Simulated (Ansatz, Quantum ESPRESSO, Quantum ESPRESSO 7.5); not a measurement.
## 1T-NbSTe, 1 layer in an electric field

How does 1T-NbSTe, 1 layer respond to a gate-like field without added charge?

Main program and level: Quantum ESPRESSO 7.5; plane-wave DFT, PBE, GBRV ultrasoft pseudopotentials (geometry and cross-check by Ansatz 0.2.0 with PAW datasets; geometry under PBE).

### 1. Starting point

The cell holds 3 atoms: 1 Te, 1 Nb and 1 S. Cell: a = 3.724 Å, b = 3.724 Å, c = 20.274 Å, α = 90.0°, β = 90.0°, γ = 120.0°. It derives from NbSTe. Vacuum lies along c.

This sheet is a model structure: its symmetry is held, and its stability is not tested here.

This run has no spin polarisation although its electron count is odd. A spin-polarised state was not tried and may lie lower.

### 2. Relaxation with Ansatz

The geometry comes first, from a plane-wave PAW code, so that the later runs on this slab share one structure.

File input.yaml:

```yaml
crystal:
  lattice:
    - [3.723864, 0.0, 0.0]
    - [-1.861932, 3.2249608242, 0.0]
    - [0.0, 0.0, 20.2739510831]
  atoms:
    - { symbol: Te, position: [0.6666666667, 0.3333333333, 0.4192572018] }
    - { symbol: Nb, position: [0.0, 0.0, 0.5134782304] }
    - { symbol: S, position: [0.3333333333, 0.6666666667, 0.5807427982] }
kpoints:
  mp_grid: { grid: [12, 12, 1] }
hamiltonian:
  xc: pbe
scf:
  occupations: { method: fermi_dirac, width: 0.05 }
  convergence: { dr2_threshold: 1.0e-08 }
efield:
  axis: 3
  dipole_correction: true
  ramp_position: 0.97
  ramp_width: 0.04
relax:
  f_tol: 0.01
  cell: { fix: [c, alpha, beta] }
output:
  write_potential: true
  write_density: true
  volumetric_format: npy
```

On the command line:

```console
ansatz run input.yaml --threads 4 --pin off --max-ram 8192MiB --backend cpu --events-out ev --progress --plain --runs-dir out
```

Numbers of over 12 decimals in the logs are rounded to 6 here.

What it wrote:

```text
Warning: relax.cell: scf.convergence.dr2_threshold = 1e-8 eV is looser than the 3e-10 eV advised for a relaxation that steers and ends on the stress (1e-10 eV for each atom of the cell: 3). What an SCF threshold leaves in a stress goes as its square root, and in the free energy as the threshold itself, and one threshold admits the most on a small cell: [figures from the program's tests cut] Set scf.convergence.dr2_threshold to 3e-10 eV or tighter. The threshold is an SCF's pass mark: one that does not reach it within its budget of iterations ends unconverged, or closes short of it on a stop that the run arms, and scf.convergence.dr2_threshold's page says what that costs each kind of run
Engine: ansatz 0.2.0, aarch64-unknown-linux-gnu
Pseudopotentials: kind: paw
Pseudopotential: Te, paw, valence charge 16, recommended cutoff 420 eV (normal), Te.paw.azcp
Pseudopotential: Nb, paw, valence charge 13, recommended cutoff 420 eV (normal), Nb.paw.azcp
Pseudopotential: S, paw, valence charge 6, recommended cutoff 420 eV (normal), S.paw.azcp
Functional definition: PBE
  parameter kappa = 0.804
  parameter beta = 0.066725
  exchange = pbe_x(kappa = kappa, mu = beta*pi^2/3)
  correlation = pbe_c(beta = beta)
Crystal: 3 atoms, lattice volume = 243.476 Å³
Basis set: ecut = 420 eV, 4771 PW (Γ), exchange–correlation on 50×50×288 points (8 copies of the dense FFT grid, shifted against one another)
Bands: 22, of which v1, the nominal top of the filled ones, is band 18 counted from 1 (17 counted from 0)
Symmetry: 6 space group operations
Space group: P3m1 (ITA 156), of the structure as read, at distance tolerance 6.2e-5 Å
k-points: 19 of 144 (time reversal used)
Non-local potential: Te, projectors of the file, l = 0: 2, l = 1: 2, l = 2: 2, l = 3: 2
Non-local potential: Nb, projectors of the file, l = 0: 3, l = 1: 2, l = 2: 2, l = 3: 1
Non-local potential: S, projectors of the file, l = 0: 2, l = 1: 2, l = 2: 2
PAW form: soft (Blöchl's): semilocal exchange-correlation on the pseudo side does not see the compensation charge
PAW one-centre angular grid: Te, 590 points (default); XC on 64 Gauss nodes
PAW one-centre angular grid: Nb, 590 points (default); XC on 64 Gauss nodes
PAW one-centre angular grid: S, 110 points (default); XC on 64 Gauss nodes
Initial density: superposition of atomic densities (neutral atoms: chi_scale 0, normalization atom), corrected by the library's trained network
Initial wavefunctions: pseudopotential atomic-orbital guess
Functional: x = pbe(κ = 0.804, μ = 0.219515), c = pbe(β = 0.066725)
SCF iter   1: F=—  HF=-12436.239967 eV  |F-HF|=—  |Δ(HF+E_count)|=         —  Δρ=2.42e-3  dr2=7.18e-2  ethr=1.77e-3  p=-0.075 e·Å  D=-5.58e-2 V/Å  ΔV_dip=1.13 eV  dr2_dipole=1.84e-2  V_vac-E_F(+/−)=5.48/4.35 eV  ⟨swp⟩=9.1  Hψ=2395  notcnv=0
efield: sawtooth ramp at fractional position 0.9700 (set: `efield.ramp_position`, or a place that a band, a saddle search or an elastic batch's reference lends), width 0.0400; the density the first Hamiltonian is built on has a dipole p = -0.075 e·Å; the dipole correction subtracts the counter field D = -5.58e-2 V/Å, which shifts the + side's vacuum level by +1.13 eV against the − side's; the planar-averaged density in the ramp window peaks in size at 9.2e-6 e/Å³
preconditioner: auto → LDOS  [metal: Δε(μ)=0.062 eV  Ē_g=6.848 eV  σ=0.050 eV  W_gap=0.30  n_scr=30 (ndim 8)  ℏωp=9.8 eV  f_vac=0.658  D(μ)=3.27/eV (n_scr^D=10)  β→1.0]
SCF iter   2: F=—  HF=-12436.235603 eV  |F-HF|=—  |Δ(HF+E_count)|=   4.36e-3  Δρ=1.19e-3  dr2=6.95e-3  ethr=2.05e-4  p=-0.056 e·Å  D=-4.14e-2 V/Å  ΔV_dip=0.84 eV  dr2_dipole=9.50e-8  V_vac-E_F(+/−)=5.36/4.52 eV  ⟨swp⟩=2.9  Hψ=755  notcnv=0
SCF iter   3: F=—  HF=-12436.234963 eV  |F-HF|=—  |Δ(HF+E_count)|=   6.40e-4  Δρ=6.60e-4  dr2=2.48e-3  ethr=1.99e-5  p=-0.056 e·Å  D=-4.17e-2 V/Å  ΔV_dip=0.85 eV  dr2_dipole=4.20e-4  V_vac-E_F(+/−)=5.31/4.46 eV  ⟨swp⟩=2.0  Hψ=805  notcnv=0
SCF iter   4: F=—  HF=-12436.234547 eV  |F-HF|=—  |Δ(HF+E_count)|=   4.16e-4  Δρ=1.97e-4  dr2=1.71e-4  ethr=7.08e-6  p=-0.054 e·Å  D=-4.01e-2 V/Å  ΔV_dip=0.81 eV  dr2_dipole=1.51e-6  V_vac-E_F(+/−)=5.30/4.49 eV  ⟨swp⟩=2.0  Hψ=731  notcnv=0
SCF iter   5: F=—  HF=-12436.234535 eV  |F-HF|=—  |Δ(HF+E_count)|=   1.18e-5  Δρ=5.36e-5  dr2=8.03e-6  ethr=4.87e-7  p=-0.054 e·Å  D=-4.00e-2 V/Å  ΔV_dip=0.81 eV  dr2_dipole=2.37e-8  V_vac-E_F(+/−)=5.30/4.49 eV  ⟨swp⟩=2.0  Hψ=734  notcnv=0
SCF iter   6: F=—  HF=-12436.234576 eV  |F-HF|=—  |Δ(HF+E_count)|=   4.10e-5  Δρ=1.57e-5  dr2=7.50e-7  ethr=2.29e-8  p=-0.054 e·Å  D=-4.00e-2 V/Å  ΔV_dip=0.81 eV  dr2_dipole=1.20e-8  V_vac-E_F(+/−)=5.30/4.49 eV  ⟨swp⟩=2.0  Hψ=703  notcnv=0
SCF iter   7: F=—  HF=-12436.234577 eV  |F-HF|=—  |Δ(HF+E_count)|=   5.94e-7  Δρ=4.82e-6  dr2=4.98e-8  ethr=2.14e-9  p=-0.054 e·Å  D=-4.00e-2 V/Å  ΔV_dip=0.81 eV  dr2_dipole=2.39e-10  V_vac-E_F(+/−)=5.30/4.49 eV  ⟨swp⟩=2.2  Hψ=648  notcnv=0
SCF iter   8: F=-12436.234577 eV  HF=-12436.234577 eV  |F-HF|=7.69e-9  |Δ(HF+E_count)|=   1.29e-7  Δρ=9.45e-7  dr2=1.93e-9  ethr=2.86e-11  p=-0.054 e·Å  D=-4.00e-2 V/Å  ΔV_dip=0.81 eV  dr2_dipole=1.22e-12  V_vac-E_F(+/−)=5.30/4.49 eV  ⟨swp⟩=9.5  Hψ=2770  notcnv=0
SCF 1 converged in 8 iterations: F = -12436.234577 eV  dr2 = 1.93e-9
  greatest PAW one-centre occupation: 0.998 electrons in one spin orbital (limit 2), on the Nb atom at site 1 (counted from 0), in its partial waves of l = 0
relax step   1: F+E_penalty+E_count = -12436.23457714 eV  Δ(F+E_penalty+E_count) = +0.000e0 eV  max|allowed force component| = 5.130e-1 eV/Å  Δτ_max = 0.0000 Å  P = -1.869 GPa  Ω = 243.476 Å³  fix = [c, alpha, beta]  reactions: c -0.854 GPa  (8 SCF iters, accepted)
Crystal: 3 atoms, lattice volume = 220.352 Å³
Basis set: ecut = 420 eV, 4285 PW (Γ), exchange–correlation on 50×50×288 points (8 copies of the dense FFT grid, shifted against one another)
Initial density: handed on by an earlier stage of this run
Initial wavefunctions: those handed on with the density
iter 1 solved again at ethr=5.28e-4 eV; its pass at ethr=3.10e-3 eV (dr2=1.85e-1 eV) is discarded
SCF iter   1: F=—  HF=-12436.423922 eV  |F-HF|=—  |Δ(HF+E_count)|=         —  Δρ=3.90e-3  dr2=1.87e-1  ethr=5.28e-4  p=-0.049 e·Å  D=-4.00e-2 V/Å  ΔV_dip=0.81 eV  dr2_dipole=1.46e-2  V_vac-E_F(+/−)=5.51/4.70 eV  ⟨swp⟩=1.5  Hψ=2825  notcnv=0
[...]
SCF iter   6: F=—  HF=-12436.404410 eV  |F-HF|=—  |Δ(HF+E_count)|=   1.05e-4  Δρ=6.46e-6  dr2=1.26e-7  ethr=4.86e-9  p=-0.053 e·Å  D=-4.46e-2 V/Å  ΔV_dip=0.90 eV  dr2_dipole=8.32e-9  V_vac-E_F(+/−)=5.21/4.31 eV  ⟨swp⟩=2.1  Hψ=744  notcnv=0
SCF iter   7: F=—  HF=-12436.404410 eV  |F-HF|=—  |Δ(HF+E_count)|=   1.09e-7  Δρ=1.93e-6  dr2=1.07e-8  ethr=3.59e-10  p=-0.053 e·Å  D=-4.46e-2 V/Å  ΔV_dip=0.90 eV  dr2_dipole=1.98e-10  V_vac-E_F(+/−)=5.22/4.31 eV  ⟨swp⟩=2.0  Hψ=691  notcnv=0
SCF iter   8: F=-12436.404410 eV  HF=-12436.404410 eV  |F-HF|=2.91e-9  |Δ(HF+E_count)|=   1.61e-8  Δρ=5.72e-7  dr2=8.12e-10  ethr=2.86e-11  p=-0.053 e·Å  D=-4.46e-2 V/Å  ΔV_dip=0.90 eV  dr2_dipole=2.41e-11  V_vac-E_F(+/−)=5.22/4.31 eV  ⟨swp⟩=9.9  Hψ=2753  notcnv=0
SCF 3 converged in 8 iterations: F = -12436.404410 eV  dr2 = 8.12e-10
relax step   3: F+E_penalty+E_count = -12436.40440980 eV  Δ(F+E_penalty+E_count) = -2.740e-3 eV  max|allowed force component| = 2.865e-1 eV/Å  Δτ_max = 0.0682 Å  P = -0.221 GPa  Ω = 216.939 Å³  energy of the carried Pulay correction = +1.006e-3 eV  fix = [c, alpha, beta]  reactions: c -0.639 GPa  (8 SCF iters, accepted)
[...]
relax step   4: F+E_penalty+E_count = -12436.41197428 eV  Δ(F+E_penalty+E_count) = -7.564e-3 eV  max|allowed force component| = 6.662e-2 eV/Å  Δτ_max = 0.0358 Å  P = +0.044 GPa  Ω = 219.701 Å³  energy of the carried Pulay correction = +8.957e-4 eV  fix = [c, alpha, beta]  reactions: c +0.079 GPa  (7 SCF iters, accepted)
[...]
relax step   5: F+E_penalty+E_count = -12436.41221649 eV  Δ(F+E_penalty+E_count) = -2.422e-4 eV  max|allowed force component| = 1.863e-2 eV/Å  Δτ_max = 0.0048 Å  P = -0.005 GPa  Ω = 219.542 Å³  energy of the carried Pulay correction = +9.020e-4 eV  fix = [c, alpha, beta]  reactions: c -0.006 GPa  (6 SCF iters, accepted)
[...]
relax step   6: F+E_penalty+E_count = -12436.41223129 eV  Δ(F+E_penalty+E_count) = -1.480e-5 eV  max|allowed force component| = 7.950e-4 eV/Å  Δτ_max = 0.0009 Å  P = +0.002 GPa  Ω = 219.483 Å³  energy of the carried Pulay correction = +9.044e-4 eV  fix = [c, alpha, beta]  reactions: c +0.002 GPa  (5 SCF iters, accepted)
Basis set: ecut = 420 eV, 4261 PW (Γ), exchange–correlation on 48×48×288 points (8 copies of the dense FFT grid, shifted against one another)
Initial wavefunctions: pseudopotential atomic-orbital guess (no wavefunctions were taken with the density)
iter 1 solved again at ethr=3.04e-7 eV; its pass at ethr=3.10e-3 eV (dr2=1.06e-4 eV) is discarded
SCF iter   1: F=—  HF=-12436.411308 eV  |F-HF|=—  |Δ(HF+E_count)|=         —  Δρ=6.07e-5  dr2=1.05e-6  ethr=3.04e-7  p=-0.052 e·Å  D=-4.27e-2 V/Å  ΔV_dip=0.87 eV  dr2_dipole=3.47e-10  V_vac-E_F(+/−)=5.20/4.33 eV  ⟨swp⟩=3.9  Hψ=3734  notcnv=0
efield: sawtooth ramp at fractional position 0.9700 (set: `efield.ramp_position`, or a place that a band, a saddle search or an elastic batch's reference lends), width 0.0400; the density the first Hamiltonian is built on has a dipole p = -0.052 e·Å; the dipole correction subtracts the counter field D = -4.27e-2 V/Å, which shifts the + side's vacuum level by +0.87 eV against the − side's; the planar-averaged density in the ramp window peaks in size at 3.7e-6 e/Å³
SCF iter   2: F=—  HF=-12436.411387 eV  |F-HF|=—  |Δ(HF+E_count)|=   7.88e-5  Δρ=1.10e-5  dr2=2.23e-7  ethr=3.00e-9  p=-0.052 e·Å  D=-4.27e-2 V/Å  ΔV_dip=0.87 eV  dr2_dipole=6.10e-9  V_vac-E_F(+/−)=5.20/4.33 eV  ⟨swp⟩=2.4  Hψ=763  notcnv=0
SCF iter   3: F=—  HF=-12436.411387 eV  |F-HF|=—  |Δ(HF+E_count)|=   1.41e-7  Δρ=2.66e-6  dr2=2.67e-8  ethr=6.37e-10  p=-0.052 e·Å  D=-4.27e-2 V/Å  ΔV_dip=0.87 eV  dr2_dipole=9.80e-10  V_vac-E_F(+/−)=5.20/4.33 eV  ⟨swp⟩=2.1  Hψ=736  notcnv=0
SCF iter   4: F=-12436.411387 eV  HF=-12436.411387 eV  |F-HF|=1.26e-9  |Δ(HF+E_count)|=   3.85e-9  Δρ=4.94e-7  dr2=3.90e-10  ethr=2.86e-11  p=-0.052 e·Å  D=-4.27e-2 V/Å  ΔV_dip=0.87 eV  dr2_dipole=2.56e-12  V_vac-E_F(+/−)=5.20/4.33 eV  ⟨swp⟩=12.5  Hψ=3041  notcnv=0
SCF 7 converged in 4 iterations: F = -12436.411387 eV  dr2 = 3.90e-10
relax step   7: F+E_penalty+E_count = -12436.41138705 eV  Δ(F+E_penalty+E_count) = +8.442e-4 eV  max|allowed force component| = 1.135e-3 eV/Å  Δτ_max = 0.0000 Å  P = +0.001 GPa  Ω = 219.483 Å³  fix = [c, alpha, beta]  reactions: c +0.002 GPa  stress off target by 1.10e-3 GPa on what of the cell is left free  SCF on the basis re-selected at this cell (its energy is not comparable with the rows above)  (4 SCF iters)
basis re-selected at this cell: Δ(F+E_penalty+E_count) = +8.442e-4 eV, ΔP = -0.001 GPa vs the last step (what re-selecting the basis moved, of the pressure what is left beyond the Pulay correction that the steps carried, after the strain that the cell walked since its last selection, with what the two solves' SCF thresholds leave and, on support functions, any second-order correction that the steps lacked; it is no measure of the basis error at this ecutwfc). The dense FFT grid was sized anew with the basis: this SCF ran on 24×24×144 points, the steps before it on 25×25×144, so part of this shift can come from that change (see relax.cell in the input reference). [rest of the remark cut]
SCF converged after 4 iterations
Free energy (F): -12436.411387 eV
Harris-Foulkes:  -12436.411387 eV  (|F-HF|=1.26e-9)
Internal energy: -12436.387590 eV  (E = F + TS)
E sigma→0 (E₀):  -12436.399489 eV
Entropy (-TS):   -0.023797 eV (-7.932 meV/atom)
Fermi energy:    0.233427 eV
Dipole field:    D = -0.042702 V/Å  (p = -0.051795 e·Å, saw-weighted, corrected)
Work function:   Φ+ = 5.1963 eV   Φ− = 4.3305 eV
Levels:          The Fermi level and band energies are counted from a zero that moves with the ramp; work functions are not
--- Per-component energies (eV) ---
  E_band       = -750.894203
  E_kinetic    = 680.226712
  E_local      = -22219.713770  (includes V_loc(G=0)·N_el)
  E_nonlocal   = -162.490171
  E_hartree    = 10923.722338
  E_xc         = -396.474261
  E_vxc        = -403.893908  (∫ρ·V_xc dr)
  E_paw        = -8335.951691  (= ΣΔE_a)
  E_vpaw       = -492.206852  (= ΣTr[D̂ρ^β])
  E_aug_tail   = -0.000168  (compensation charges beyond the density's cutoff)
  E_efield     = 0.001106  (sawtooth field / dipole correction)
  E_vefield    = -0.260044  (∫n·V_field dr)
  E_ewald      = 7074.292316
  E_smearing   = -0.023797  (= −TS)
  E_closure    = 0.000000  (closes the sum)
  Σ components = -12436.411387   (vs F -12436.411387, Δ=0.00e0)
--- Forces (eV/Å), atoms counted from 1 ---
  atom   1  Te     0.00000000    -0.00000000    -0.00113685
  atom   2  Nb    -0.00000000     0.00000000     0.00083129
  atom   3  S      0.00000000     0.00000000     0.00029965
  max |Σ_I F_I| component: 5.91e-6 eV/Å
--- Stress (GPa, compression-positive) ---
        0.001103      -0.000000       0.000000
       -0.000000       0.001103       0.000000
        0.000000       0.000000       0.001913
  P = ⅓ Tr σ = 0.0014 GPa (0.014 kbar)
--- Band table (eV; the first three rows and the last of 19) ---
  k-point 0: bands = [... 14 lower, -2.4070, 0.1789, 0.1789, 0.6610, 0.9239, 0.9239, 3.8603, 3.9954]
  k-point 1: bands = [... 14 lower, -2.1605, -0.3659, -0.1014, 0.4301, 1.1987, 1.2284, 3.5202, 3.8940]
  k-point 2: bands = [... 14 lower, -1.9673, -1.4503, -0.4773, 0.2314, 1.3447, 1.5339, 3.0320, 3.7420]
  k-point 18: bands = [... 14 lower, -2.9856, -2.9120, -2.6287, 1.1117, 1.2644, 1.2940, 3.4135, 4.0774]
--- Relaxed structure (6 steps of the walk, 6 accepted, 1 SCFs on fresh bases) ---
  F+E_penalty+E_count = -12436.41138705 eV   max|allowed force component| = 1.135e-3 eV/Å   (the final SCF, on the basis selected at the relaxed cell)
  cell:  # Å, volume = 219.4826 Å³
    - [3.535620, 0, 0]
    - [-1.767810, 3.061937, 0]
    - [0, 0, 20.2739510831]
  atoms:
    - { symbol: Te, position: [0.666667, 0.333333, 0.417057] }
    - { symbol: Nb, position: [0, 0, 0.513662] }
    - { symbol: S, position: [0.333333, 0.666667, 0.582759] }
```

Wall time 17 s (4 threads of Arm Neoverse V1, shared host); peak memory 0.55 GiB; 62 s of CPU time.

Step by step:

| step | energy less that of the first step (eV) | largest force component (eV/Å) | pressure (GPa) | volume (Å³) |
| --- | --- | --- | --- | --- |
| 1 | 0.0000 | 0.5130 | -1.87 | 243.48 |
| 2 | -0.1671 | 0.4304 | 0.46 | 220.35 |
| 3 | -0.1698 | 0.2865 | -0.22 | 216.94 |
| 4 | -0.1774 | 0.0666 | 0.04 | 219.70 |
| 5 | -0.1776 | 0.0186 | 0.00 | 219.54 |
| 6 | -0.1777 | 0.0008 | 0.00 | 219.48 |
| 7* | -0.1768 | 0.0011 | 0.00 | 219.48 |

Relaxation steps marked * repeat the geometry before them on a plane-wave basis chosen anew for their cell, so energy and pressure can jump there.

| cell as run | before | after | change |
| --- | --- | --- | --- |
| a (Å) | 3.724 | 3.536 | -5.1 % |
| b (Å) | 3.724 | 3.536 | -5.1 % |

The atoms that moved most (Å, along periodic axes as changes of fractional coordinates times the final cell, across vacuum about the mean position):

| atom | dx | dy | dz | length |
| --- | --- | --- | --- | --- |
| Te1 | 0.000 | 0.000 | -0.045 | 0.045 |
| S3 | 0.000 | 0.000 | 0.041 | 0.041 |

Final coordinates:

```
Te Nb S
1.0
     3.53562    0.00000    0.00000
    -1.76781    3.06194    0.00000
     0.00000    0.00000   20.27395
Te Nb S
1 1 1
Direct
  0.66667 0.33333 0.41706
  0.00000 0.00000 0.51366
  0.33333 0.66667 0.58276
```

This step gave:

```
free energy                     : -12436.4114 eV
energy at zero smearing         : -12436.3995 eV
smearing term TS                : 0.02380 eV
Fermi energy                    : 0.2334 eV
symmetry operations             : 6
work function of the upper face : 5.196 eV
work function of the lower face : 4.331 eV
dipole along the normal         : -0.05180 e·Å
```

(Continued in part 2 of 6.)

[Logs are printed without paths, hosts, clocks, repeated set-up lines and the standing remarks that a program may print on its own settings, such as how far it seeks lower states.]

[Hosts, paths, dates, database ids (printed as entryN), source tags and the programs' standing remarks are cut or masked in the printed files.]

[Maps of the electrostatic potential energy from Ansatz leave out the sawtooth potential of an applied field or a dipole correction, so their vacuum need not be flat; planar profiles and work functions include it.]
